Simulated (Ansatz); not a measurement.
## Lattice dynamics of Al (Fm-3m, 1 atom in the cell)

Aim: the phonons of Al (Fm-3m, 1 atom in the cell) at a cell relaxed beforehand at this level.

Calculated with Ansatz 0.2.0; DFT LDA, scalar-relativistic, plane waves, norm-conserving pseudopotentials.

### Step 1. The starting structure

The structure is cubic, space group Fm-3m (No. 225). Conventional cell: a = 3.978 Å, b = 3.978 Å, c = 3.978 Å, α = 90.00°, β = 90.00°, γ = 90.00°. Nearest to Al lie 12 Al at 2.81 Å.

### Step 2. Response at finite wavevector

The cell comes from relaxations at this level that are not shown. Stability and thermal properties need the whole zone. Linear response on a 4×4×4 q mesh gives force constants as far as a supercell of that size would.

input.yaml

```yaml
crystal:
  lattice:
    - [0.0, 1.9888943898, 1.9888943898]
    - [1.9888943898, 0.0, 1.9888943898]
    - [1.9888943898, 1.9888943898, 0.0]
  atoms:
    - { symbol: Al, position: [0.0, 0.0, 0.0] }
kpoints:
  mp_grid: { grid: [20, 20, 20] }
hamiltonian:
  xc: lda
  pseudopotentials: { kind: nc }
scf:
  occupations: { method: methfessel_paxton, width: 0.2 }
output:
  eigenvalues: true
phonons:
  method: dfpt
  qmesh: [4, 4, 4]
  temperatures: { t_max: 1000, t_step: 50 }
  qpath:
    path:
      - [[0.0, 0.0, 0.0], [0.5, 0.0, 0.5], [0.625, 0.25, 0.625]]
      - [[0.375, 0.375, 0.75], [0.0, 0.0, 0.0], [0.5, 0.5, 0.5], [0.5, 0.25, 0.75], [0.5, 0.0, 0.5]]
    npoints: 10
```

The run is started by

```
$ ansatz run input.yaml --threads 4 --pin off --max-ram 10240MiB --backend cpu --events-out ev --progress --plain --runs-dir out
```

What does the calculation give for the lowest mode on the q mesh?

At high temperature every mode holds k_B, so the heat capacity tends to 3R = 24.94 J/(mol K) a mole of atoms; it reaches 24.73 at 1000 K. The structure is a minimum as far as tested: no mode is imaginary at the 8 irreducible wavevectors of the 4×4×4 mesh, and the softest away from the acoustic zeros lies at 114 cm⁻¹. With no gap, or one that is small against the smearing, the frequencies hang on the k mesh and the smearing, most of all near Kohn anomalies.

```
volume per atom                                         : 15.7 Å³
electronic character                                    : no gap on this mesh
lowest mode on the q mesh (acoustic modes at Γ apart)   : 114 cm⁻¹
highest frequency on the path or at a solved wavevector : 332 cm⁻¹
heat capacity at 300 K                                  : 22.7 J/(mol atoms K)
Debye temperature (second moment)                       : 415 K
imaginary modes on the 4×4×4 q mesh                     : none
```

A phonon run warned that its eigensolver left some bands unconverged in a pass. These are harmonic frequencies at zero temperature: anharmonic shifts, linewidths and thermal expansion are left out.

[Logs are printed without paths, hosts, clocks, repeated set-up lines and the standing remarks that a program may print on its own settings, such as how far it seeks lower states.]

[Hosts, paths, dates, database ids (printed as entryN), source tags and the programs' standing remarks are cut or masked in the printed files.]
